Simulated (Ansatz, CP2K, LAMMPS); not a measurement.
# Running amorphous Zn24Cd12Se15S21 (72 atoms) with CP2K

How do the settings of CP2K change the result for amorphous Zn24Cd12Se15S21 (72 atoms)? A plane-wave run serves as the yardstick.

Calculated with CP2K 2026.2; the method is named at each step.

## (1) Set-up

The cell holds 72 atoms: 24 Zn, 12 Cd, 15 Se and 21 S. Cell: a = 11.871 Å, b = 11.871 Å, c = 11.871 Å, α = 90.0°, β = 90.0°, γ = 90.0°. 72 atoms (24 Zn, 12 Cd, 15 Se, 21 S) placed at random at 4.74 g/cm³, melted at 2500 K for 10 ps at fixed volume with the Stillinger-Weber II-VI potential (Zhou et al., Phys. Rev. B 88, 085309 (2013)). Quenched from 2500 K to 300 K at 500 K/ps and fixed volume, held 5 ps.

The yardstick, on the same geometry:

```
method                 : Kohn-Sham DFT, PBE, PAW, plane waves (Ansatz 0.2.0); cutoff 420 eV, Γ point, fermi-dirac smearing of 0.05 eV; PAW set soft_2
r.m.s. force component : 0.4989 eV/Å
longest force          : 1.893 eV/Å
pressure               : 0.2054 GPa
SCF cycles             : 15
time                   : 40 s on 4 threads of Arm Neoverse V2, shared host
CPU time               : 2.5 min
```

## (2) PBE, DZVP-MOLOPT-SR, 800/50 Ry, diagonalisation

Method: Kohn-Sham DFT, PBE, GTH-PBE pseudopotentials, Gaussian and plane waves, DZVP-MOLOPT-SR-GTH, diagonalisation.

File input.inp:

```
&GLOBAL
  PROJECT cell
  RUN_TYPE ENERGY_FORCE
  PRINT_LEVEL LOW
&END GLOBAL
&FORCE_EVAL
  METHOD QS
  STRESS_TENSOR ANALYTICAL
  &DFT
    BASIS_SET_FILE_NAME BASIS_MOLOPT
    POTENTIAL_FILE_NAME GTH_POTENTIALS
    &MGRID
      CUTOFF 800
      REL_CUTOFF 50
      NGRIDS 5
    &END MGRID
    &QS
      EPS_DEFAULT 1.0E-12
    &END QS
    &SCF
      SCF_GUESS ATOMIC
      EPS_SCF 1.0E-06
      MAX_SCF 200
      ADDED_MOS 14
      &DIAGONALIZATION
        ALGORITHM STANDARD
      &END DIAGONALIZATION
      &SMEAR ON
        METHOD FERMI_DIRAC
        ELECTRONIC_TEMPERATURE [K] 580
      &END SMEAR
      &MIXING
        METHOD BROYDEN_MIXING
        ALPHA 0.3
        NBROYDEN 8
      &END MIXING
      &PRINT
        &RESTART OFF
        &END RESTART
      &END PRINT
    &END SCF
    &XC
      &XC_FUNCTIONAL PBE
      &END XC_FUNCTIONAL
    &END XC
    &PRINT
      &MULLIKEN ON
      &END MULLIKEN
      &HIRSHFELD ON
        SHAPE_FUNCTION DENSITY
      &END HIRSHFELD
      &MO ON
        EIGENVALUES T
        OCCUPATION_NUMBERS T
        MO_INDEX_RANGE 313 336
        &EACH
          QS_SCF 0
        &END EACH
        ADD_LAST NUMERIC
      &END MO
    &END PRINT
  &END DFT
  &SUBSYS
    &CELL
      A 11.87080 0.00000 0.00000
      B 0.00000 11.87080 0.00000
      C 0.00000 0.00000 11.87080
    &END CELL
    &COORD
      SCALED
      Zn 0.80317 0.08509 0.25955
      Zn 0.24525 0.23836 0.06194
      Zn 0.34113 0.14274 0.28249
      Zn 0.85313 0.05528 0.02506
      Zn 0.36800 0.02753 0.88284
      Zn 0.43495 0.90482 0.21205
      Zn 0.62978 0.82081 0.98331
      Zn 0.00109 0.14203 0.77116
      Zn 0.30320 0.90431 0.61465
      Zn 0.02215 0.30357 0.16502
      Zn 0.67437 0.38968 0.27698
      Zn 0.14864 0.95525 0.10981
      Zn 0.31386 0.76447 0.35214
      Zn 0.57173 0.75842 0.73362
      Zn 0.56423 0.97075 0.46259
      Zn 0.47476 0.37217 0.86073
      Zn 0.25402 0.22625 0.68818
      Zn 0.50308 0.32326 0.48312
      Zn 0.68547 0.04732 0.76236
      Zn 0.83021 0.85207 0.52207
      Zn 0.37216 0.56260 0.63466
      Zn 0.30875 0.71279 0.92469
      Zn 0.88838 0.42677 0.40911
      Zn 0.55312 0.14102 0.07311
      Cd 0.73564 0.73468 0.29680
      Cd 0.05075 0.64787 0.53161
      Cd 0.43785 0.54518 0.14271
      Cd 0.77237 0.20843 0.55881
      Cd 0.12708 0.45918 0.84972
      Cd 0.93181 0.80922 0.84596
      Cd 0.08253 0.06591 0.42679
      Cd 0.07846 0.64046 0.16840
      Cd 0.77653 0.53078 0.99315
      Cd 0.18650 0.42058 0.42983
      Cd 0.79436 0.56686 0.67899
      Cd 0.72419 0.33920 0.85478
      Se 0.14124 0.04306 0.63062
      Se 0.16324 0.25016 0.31074
      Se 0.00098 0.48748 0.04357
      Se 0.92772 0.62124 0.33706
      Se 0.00293 0.47085 0.66643
      Se 0.53264 0.75677 0.40249
      Se 0.25603 0.70989 0.54449
      Se 0.77177 0.87217 0.13366
      Se 0.42352 0.32967 0.05179
      Se 0.26192 0.57469 0.26706
      Se 0.65956 0.56188 0.17950
      Se 0.99249 0.82564 0.64432
      Se 0.11420 0.78522 0.99146
      Se 0.87646 0.04152 0.44510
      Se 0.43633 0.18908 0.76475
      S 0.32504 0.37894 0.56932
      S 0.88667 0.28998 0.71166
      S 0.45396 0.75523 0.06525
      S 0.38698 0.83649 0.78402
      S 0.15364 0.25412 0.87022
[... 12 atom lines left out ...]
      S 0.32556 0.04304 0.08848
      S 0.03446 0.11942 0.06567
      S 0.15484 0.88730 0.29790
      S 0.55040 0.16349 0.57829
    &END COORD
    &KIND Zn
      BASIS_SET DZVP-MOLOPT-SR-GTH-q12
      POTENTIAL GTH-PBE-q12
    &END KIND
    &KIND Cd
      BASIS_SET DZVP-MOLOPT-SR-GTH-q12
      POTENTIAL GTH-PBE-q12
    &END KIND
    &KIND Se
      BASIS_SET DZVP-MOLOPT-SR-GTH-q6
      POTENTIAL GTH-PBE-q6
    &END KIND
    &KIND S
      BASIS_SET DZVP-MOLOPT-SR-GTH-q6
      POTENTIAL GTH-PBE-q6
    &END KIND
  &END SUBSYS
  &PRINT
    &FORCES ON
    &END FORCES
    &STRESS_TENSOR ON
    &END STRESS_TENSOR
  &END PRINT
&END FORCE_EVAL
```

On the command line:

```console
$ OMP_NUM_THREADS=2 cp2k.psmp -i input.inp > output.txt
```

Numbers of over 12 decimals in the logs are rounded to 6 here.

The program printed:

```text
CP2K| version string:                                       CP2K version 2026.2
 CP2K| Input file name                                                 input.inp
 GLOBAL| Basis set file name                                        BASIS_MOLOPT
 GLOBAL| Potential file name                                      GTH_POTENTIALS
 GLOBAL| Run type                                                   ENERGY_FORCE
 GLOBAL| Total number of message passing processes                             1
 GLOBAL| Number of threads for this process                                    2
 TOTAL NUMBERS AND MAXIMUM NUMBERS
  Total number of            - Atomic kinds:                                   4
                             - Atoms:                                         72
                             - Shell sets:                                    72
                             - Shells:                                       432
                             - Primitive Cartesian functions:                348
                             - Cartesian basis functions:                   1584
                             - Spherical basis functions:                   1368
  Maximum angular momentum of- Orbital basis functions:                        3
                             - Local part of the GTH pseudopotential:          0
                             - Non-local part of the GTH pseudopotential:      4
 SCF PARAMETERS         Density guess:                                    ATOMIC
                        max_scf:                                             200
                        eps_scf:                                        1.00E-06
                        added MOs                                        14    0
                        Mixing method:                            BROYDEN_MIXING
                                                charge density mixing in g-space
                        Smear method:                                FERMI_DIRAC
                        Electronic temperature [K]:                        580.0
                        Electronic temperature [a.u.]:                  1.84E-03
                        Accuracy threshold:                             1.00E-10
 Extrapolation method: initial_guess
 Number of electrons:                                                        648
 Number of occupied orbitals:                                                324
 Number of molecular orbitals:                                               338
 Number of orbital functions:                                               1368
 Number of independent orbital functions:                                   1368
 SCF WAVEFUNCTION OPTIMIZATION
  Step     Update method      Time    Convergence         Total energy    Change
     1 NoMix/Diag. 0.30E+00    9.5     1.63934836     -2365.0060882040 -2.37E+03
     2 Broy./Diag. 0.30E+00   12.2     0.36510662     -2359.5516442985  5.45E+00
     3 Broy./Diag. 0.30E+00   12.4     0.52763400     -2361.1833520530 -1.63E+00
     4 Broy./Diag. 0.30E+00   12.4     0.17160680     -2362.7125845619 -1.53E+00
[...]
20 Broy./Diag. 0.30E+00   11.3     0.00000548     -2362.2332069853  6.69E-06
    21 Broy./Diag. 0.30E+00   11.3     0.00000071     -2362.2332007813  6.20E-06
  *** SCF run converged in    21 steps ***
  Electronic density on regular grids:       -647.9999999997        0.0000000003
  Core density on regular grids:              647.9999999992       -0.0000000008
  Total charge density on r-space grids:       -0.0000000005
  Total charge density g-space grids:          -0.0000000005
  Overlap energy of the core charge distribution:               9.10252e-08
  Self energy of the core charge distribution:              -3604.356834
  Core Hamiltonian energy:                                   1080.789281
  Hartree energy:                                             535.352275
  Exchange-correlation energy:                               -374.010132
  Electronic entropic energy:                                  -0.00779032
  Fermi energy:                                                 0.140992
  Total energy:                                             -2362.233201
  Total energy (extrapolated to T->0):                      -2362.229306
 MO| EIGENVALUES AND OCCUPATION NUMBERS
 MO|
 MO|  Index      Eigenvalue [a.u.]        Eigenvalue [eV]             Occupation
 MO|    313               0.101570               2.763871               2.000000
 MO|    314               0.105273               2.864617               2.000000
 MO|    315               0.106930               2.909702               2.000000
[...]
MO|    335               0.196362               5.343295               0.000000
 MO|    336               0.205412               5.589549               0.000000
 MO| Sum:                                                             648.000000
 MO| E(Fermi):            0.140992 a.u.          3.836597 eV
 !-----------------------------------------------------------------------------!
                     Mulliken Population Analysis
 #  Atom  Element  Kind  Atomic population                           Net charge
       1     Zn       1         12.058893                             -0.058893
       2     Zn       1         11.999823                              0.000177
       3     Zn       1         12.003464                             -0.003464
[...]
71     S        4          6.037200                             -0.037200
      72     S        4          5.967510                              0.032490
 # Total charge                            648.000000                  0.000000
 !-----------------------------------------------------------------------------!
 !-----------------------------------------------------------------------------!
                           Hirshfeld Charges
  #Atom  Element  Kind  Ref Charge     Population                    Net charge
      1       Zn     1      12.000         11.736                         0.264
      2       Zn     1      12.000         11.721                         0.279
      3       Zn     1      12.000         11.728                         0.272
[...]
71       S      4       6.000          6.360                        -0.360
     72       S      4       6.000          6.216                        -0.216
  Total Charge                                                            0.000
 !-----------------------------------------------------------------------------!
 ENERGY| Total FORCE_EVAL ( QS ) energy [hartree]          -2362.233194
 FORCES| Atomic forces [hartree/bohr]
 FORCES|   Atom     x               y               z               |f|
 FORCES|      1 -7.77299553E-03  1.94561575E-04 -2.70403295E-03   8.23219946E-03
 FORCES|      2 -1.42142725E-02 -1.05734769E-02 -1.58633030E-02   2.37799987E-02
 FORCES|      3  1.04893397E-02 -2.41192476E-03  1.27814838E-02   1.67095768E-02
[...]
FORCES|     71 -6.65928362E-03 -1.80717884E-03 -8.06738599E-03   1.06157746E-02
 FORCES|     72  1.93544083E-02 -9.24477058E-03  3.09197906E-03   2.16707000E-02
 FORCES| Sum     2.44622562E-03 -1.40752167E-03  4.73458499E-03
 FORCES| Total atomic force                                       5.51193542E-03
 STRESS| Analytical stress tensor [bar]
 STRESS|                        x                   y                   z
 STRESS|      x        5.11299851325E+03   4.79644955830E+03   3.68484326528E+03
 STRESS|      y        4.79644955830E+03   8.76509835559E+03   1.86534370180E+03
 STRESS|      z        3.68484326528E+03   1.86534370180E+03   9.40224108131E+03
 STRESS| 1/3 Trace                                             7.76011265005E+03
```

Run time: 4.9 min. Hardware: 2 threads of Arm Neoverse V2, shared host; peak memory 6.8 GiB.

Banners, paths, timers and routine set-up lines are dropped from the logs unmarked, and long logs keep their key lines alone; longer cuts are marked.

Numbers from this run, and their distance from the reference:

| Item | Value |
| --- | --- |
| r.m.s. force component | 0.5221 eV/Å |
| r.m.s. difference of force components | 44.22 meV/Å |
| longest difference of force vectors | 159.3 meV/Å |
| force difference over r.m.s. force | 8.863 % |
| slope of forces against the reference's | 1.044 |
| correlation of force components | 0.9973 |
| pressure | 0.776 GPa |
| pressure difference | 0.5706 GPa |

Length of the force difference by element (eV/Å):

```csv
element,atoms,mean,most
Cd,12,0.091,0.16
S,21,0.062,0.13
Se,15,0.066,0.11
Zn,24,0.064,0.14
```

Local excerpt of 9 atoms (numbers count through the whole input) about Cd36, whose charge lies farthest from its element's mean; x, y, z are measured from there.

```csv
atom,x,y,z,distance (Å),bonds,Hirshfeld charge (e),Fx,Fy,Fz (eV/Å)
Cd36,0.00,0.00,0.00,0.00,2,0.14,-0.32,-0.18,-0.43
S59,0.07,-1.39,2.08,2.50,3,-0.30,-0.11,-0.51,0.26
S53,1.93,-0.58,-1.70,2.64,3,-0.25,-0.62,-1.15,0.67
Cd33,0.62,2.27,1.64,2.87,3,0.26,0.25,-0.42,0.60
Zn16,-2.96,0.39,0.07,2.99,3,0.21,-0.19,0.44,-0.26
Cd35,0.83,2.70,-2.09,3.51,2,0.33,-0.34,-0.26,-0.26
Zn19,-0.46,-3.46,-1.10,3.66,3,0.27,0.07,-0.46,0.16
Cd28,0.57,-1.55,-3.51,3.88,3,0.25,-0.76,0.27,-0.27
Se51,-3.42,-1.78,-1.07,4.00,3,-0.13,0.22,0.07,0.38
```

Forces lie 8.9 % from the reference's, at 3.3 times its CPU time (on 2 against 4 cores).

## (3) PBE, SZV-MOLOPT-SR, 800/50 Ry, diagonalisation

Method: Kohn-Sham DFT, PBE, GTH-PBE pseudopotentials, Gaussian and plane waves, SZV-MOLOPT-SR-GTH, diagonalisation.

Edit input.inp of step 2 so:

```diff
@@ -68,8 +68,8 @@
     &END CELL
-    &COORD
-      SCALED
-[... 72 atom lines left out: the same atoms as in the first run ...]
-    &END COORD
+    &TOPOLOGY
+      COORD_FILE_NAME structure.xyz
+      COORD_FILE_FORMAT XYZ
+    &END TOPOLOGY
     &KIND Zn
-      BASIS_SET DZVP-MOLOPT-SR-GTH-q12
+      BASIS_SET SZV-MOLOPT-SR-GTH-q12
       POTENTIAL GTH-PBE-q12
@@ -77,3 +77,3 @@
     &KIND Cd
-      BASIS_SET DZVP-MOLOPT-SR-GTH-q12
+      BASIS_SET SZV-MOLOPT-SR-GTH-q12
       POTENTIAL GTH-PBE-q12
@@ -81,3 +81,3 @@
     &KIND Se
-      BASIS_SET DZVP-MOLOPT-SR-GTH-q6
+      BASIS_SET SZV-MOLOPT-SR-GTH-q6
       POTENTIAL GTH-PBE-q6
@@ -85,3 +85,3 @@
     &KIND S
-      BASIS_SET DZVP-MOLOPT-SR-GTH-q6
+      BASIS_SET SZV-MOLOPT-SR-GTH-q6
       POTENTIAL GTH-PBE-q6
```

File structure.xyz:

```xyz
72

Zn 9.53427 1.01009 3.08107
Zn 2.91131 2.82952 0.73528
Zn 4.04949 1.69444 3.35338
Zn 10.12734 0.65622 0.29748
Zn 4.36845 0.32680 10.48002
Zn 5.16320 10.74094 2.51720
Zn 7.47599 9.74367 11.67268
Zn 0.01294 1.68601 9.15429
Zn 3.59923 10.73488 7.29639
Zn 0.26294 3.60362 1.95892
Zn 8.00531 4.62581 3.28797
Zn 1.76448 11.33958 1.30353
Zn 3.72577 9.07487 4.18018
Zn 6.78689 9.00305 8.70866
Zn 6.69786 11.52358 5.49131
Zn 5.63578 4.41796 10.21755
Zn 3.01542 2.68577 8.16925
Zn 5.97196 3.83735 5.73502
Zn 8.13708 0.56173 9.04982
Zn 9.85526 10.11475 6.19739
[... 48 atom lines left out ...]
S 3.86466 0.51092 1.05033
S 0.40907 1.41761 0.77956
S 1.83807 10.53296 3.53631
S 6.53369 1.94076 6.86476
```

The program printed:

```text
CP2K| version string:                                       CP2K version 2026.2
 CP2K| Input file name                                                 input.inp
 GLOBAL| Basis set file name                                        BASIS_MOLOPT
 GLOBAL| Potential file name                                      GTH_POTENTIALS
 GLOBAL| Run type                                                   ENERGY_FORCE
 GLOBAL| Total number of message passing processes                             1
 GLOBAL| Number of threads for this process                                    2
 TOTAL NUMBERS AND MAXIMUM NUMBERS
  Total number of            - Atomic kinds:                                   4
                             - Atoms:                                         72
[... lines left out ...]
                        Smear method:                                FERMI_DIRAC
[... lines left out ...]
 Number of electrons:                                                        648
[... lines left out ...]
  Step     Update method      Time    Convergence         Total energy    Change
[... lines left out ...]
  *** SCF run converged in    26 steps ***
[... lines left out ...]
  Fermi energy:                                                 0.174172
  Total energy:                                             -2360.019320
  Total energy (extrapolated to T->0):                      -2360.015281
[... lines left out ...]
 MO| E(Fermi):            0.174172 a.u.          4.739460 eV
[... lines left out ...]
 !-----------------------------------------------------------------------------!
 !-----------------------------------------------------------------------------!
                           Hirshfeld Charges
  #Atom  Element  Kind  Ref Charge     Population                    Net charge
      1       Zn     1      12.000         11.770                         0.230
      2       Zn     1      12.000         11.750                         0.250
      3       Zn     1      12.000         11.773                         0.227
[...]
71       S      4       6.000          6.231                        -0.231
     72       S      4       6.000          6.128                        -0.128
  Total Charge                                                            0.000
 !-----------------------------------------------------------------------------!
 ENERGY| Total FORCE_EVAL ( QS ) energy [hartree]          -2360.019322
 FORCES| Atomic forces [hartree/bohr]
 FORCES|   Atom     x               y               z               |f|
 FORCES|      1 -1.31111319E-02  7.39146635E-03 -7.82890761E-03   1.69654752E-02
 FORCES|      2 -2.76972286E-02 -2.00831749E-02 -3.03278082E-02   4.57192119E-02
 FORCES|      3  2.23692200E-02 -2.87997141E-03  1.77359537E-02   2.86921643E-02
[...]
FORCES|     71 -9.94962859E-03 -5.71646863E-03 -1.32080223E-02   1.74964275E-02
 FORCES|     72  3.38525998E-02 -1.39406536E-02 -1.26848571E-02   3.87459151E-02
 FORCES| Sum     2.44803519E-03 -1.40794561E-03  4.77310175E-03
 FORCES| Total atomic force                                       5.54596136E-03
 STRESS| Analytical stress tensor [bar]
 STRESS|                        x                   y                   z
 STRESS|      x        1.26734752762E+04   3.67548284818E+03   5.85938379020E+03
 STRESS|      y        3.67548284818E+03   1.05694577218E+04   1.87786178761E+03
 STRESS|      z        5.85938379020E+03   1.87786178761E+03   1.75488441913E+04
 STRESS| 1/3 Trace                                             1.35972590631E+04
```

Run time: 3.6 min. Hardware: 2 threads; peak memory 6.7 GiB.

Compared with the plane-wave run:

```
r.m.s. force component                  : 0.7625 eV/Å
r.m.s. difference of force components   : 359.1 meV/Å
longest difference of force vectors     : 1250 meV/Å
force difference over r.m.s. force      : 71.97 %
slope of forces against the reference's : 1.409
correlation of force components         : 0.9218
pressure                                : 1.36 GPa
pressure difference                     : 1.154 GPa
```

This is a coarse setting, run to see what it loses.

Against the first run (8.9 %), the force difference from the reference is 72 %, at 0.72 times the CPU time, with 468 basis functions against 1368: the smaller basis costs accuracy.

(Part 1 of 2 ends here.)

[Also dropped from logs without a mark: logging warnings of Python, and SIESTA's first energy breakdown and zero terms.]

[Logs are printed without paths, hosts, clocks, repeated set-up lines and the standing remarks that a program may print on its own settings, such as how far it seeks lower states.]

[Hosts, paths, dates, database ids (printed as entryN), source tags and the programs' standing remarks are cut or masked in the printed files.]
